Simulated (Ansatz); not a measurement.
In doubt: one-shot GW on d or f shells is unsure, so the values of those runs are not to be relied on.

G0W0 rungs for CuBiSeO (P4/nmm).

Symmetry: P4/nmm, No. 129, tetragonal system. The conventional cell has a = 3.922 Å, b = 3.922 Å, c = 8.913 Å, α = 90.00°, β = 90.00°, γ = 90.00°. Nearest to Cu lie 4 Se at 2.50 Å and 4 Cu at 2.77 Å. Nearest to Bi lie 4 O at 2.32 Å and 4 Se at 3.24 Å. Nearest to Se lie 4 Cu at 2.50 Å and 4 Bi at 3.24 Å. O has 4 Bi at 2.32 Å nearest. Farther neighbours and most contacts between anions are not listed.

```xyz
8
Lattice="3.9221 0.0000 0.0000 0.0000 3.9221 0.0000 0.0000 0.0000 8.9133" Properties=species:S:1:pos:R:3 pbc="T T T"
Cu    0.0000    0.0000    4.4566
Cu    1.9610    1.9610    4.4566
Bi    0.0000    1.9610    7.6660
Bi    1.9610    0.0000    1.2473
Se    1.9610    0.0000    5.9998
Se    0.0000    1.9610    2.9135
O     1.9610    1.9610    0.0000
O     0.0000    0.0000    0.0000
```

Geometry: measured lattice cell, ions relaxed with r2SCAN; the structure entry is the Materials Project's. The runs that relaxed it are not among those shown. Spin-orbit coupling is left out unless a run names it.

Runs so far (Ansatz 0.2.0, start r2SCAN, PAW set soft_1 files, 4×4×2 mesh). Times are wall times on 1 × NVIDIA GB200 (shared by 2 runs) with 24 threads of Arm Neoverse V2, shared host, good to a factor of about two.

| bands summed | cutoff (eV) | gap on the mesh (eV) | time |
| --- | --- | --- | --- |
| 200 | 60 | 0.933 | 4.1 s |
| 465 | 120 | 0.618 | 12 s |

What should the next rung give, with 936 bands and screening to 200 eV, and where is the limit?

The error falls about as one over the bands when the cutoff rises with them. A line through the two highest rungs given predicts 0.498 eV; the run gave 0.561 eV, a miss of 0.063 eV, so the law fails here: the steps don't follow it yet. The two highest rungs put the limit near 0.504 eV, the pair below near 0.380 eV; neither can be trusted until a further rung is run.

Gaps are over the mesh's points; an edge off the mesh would be missed. Limits: not at the basis limit; model gap, bands may invert with spin-orbit coupling; d shell near the gap, gap tends to lie low; no spin-orbit coupling; coarse k mesh.

[Paths, hosts, dates, memory and timing lines, banners, echoed tables and standing remarks are left out of the program output.]

[Logs are printed without paths, hosts, clocks, repeated set-up lines and the standing remarks that a program may print on its own settings, such as how far it seeks lower states.]

[Runs of the session that timed out or met a known fault of the program may be left out.]

[Cells called generated may have been cut or substituted from an entry of the Crystallography Open Database or the Materials Project.]

[Hosts, paths, dates, database ids (printed as entryN), source tags and the programs' standing remarks are cut or masked in the printed files.]
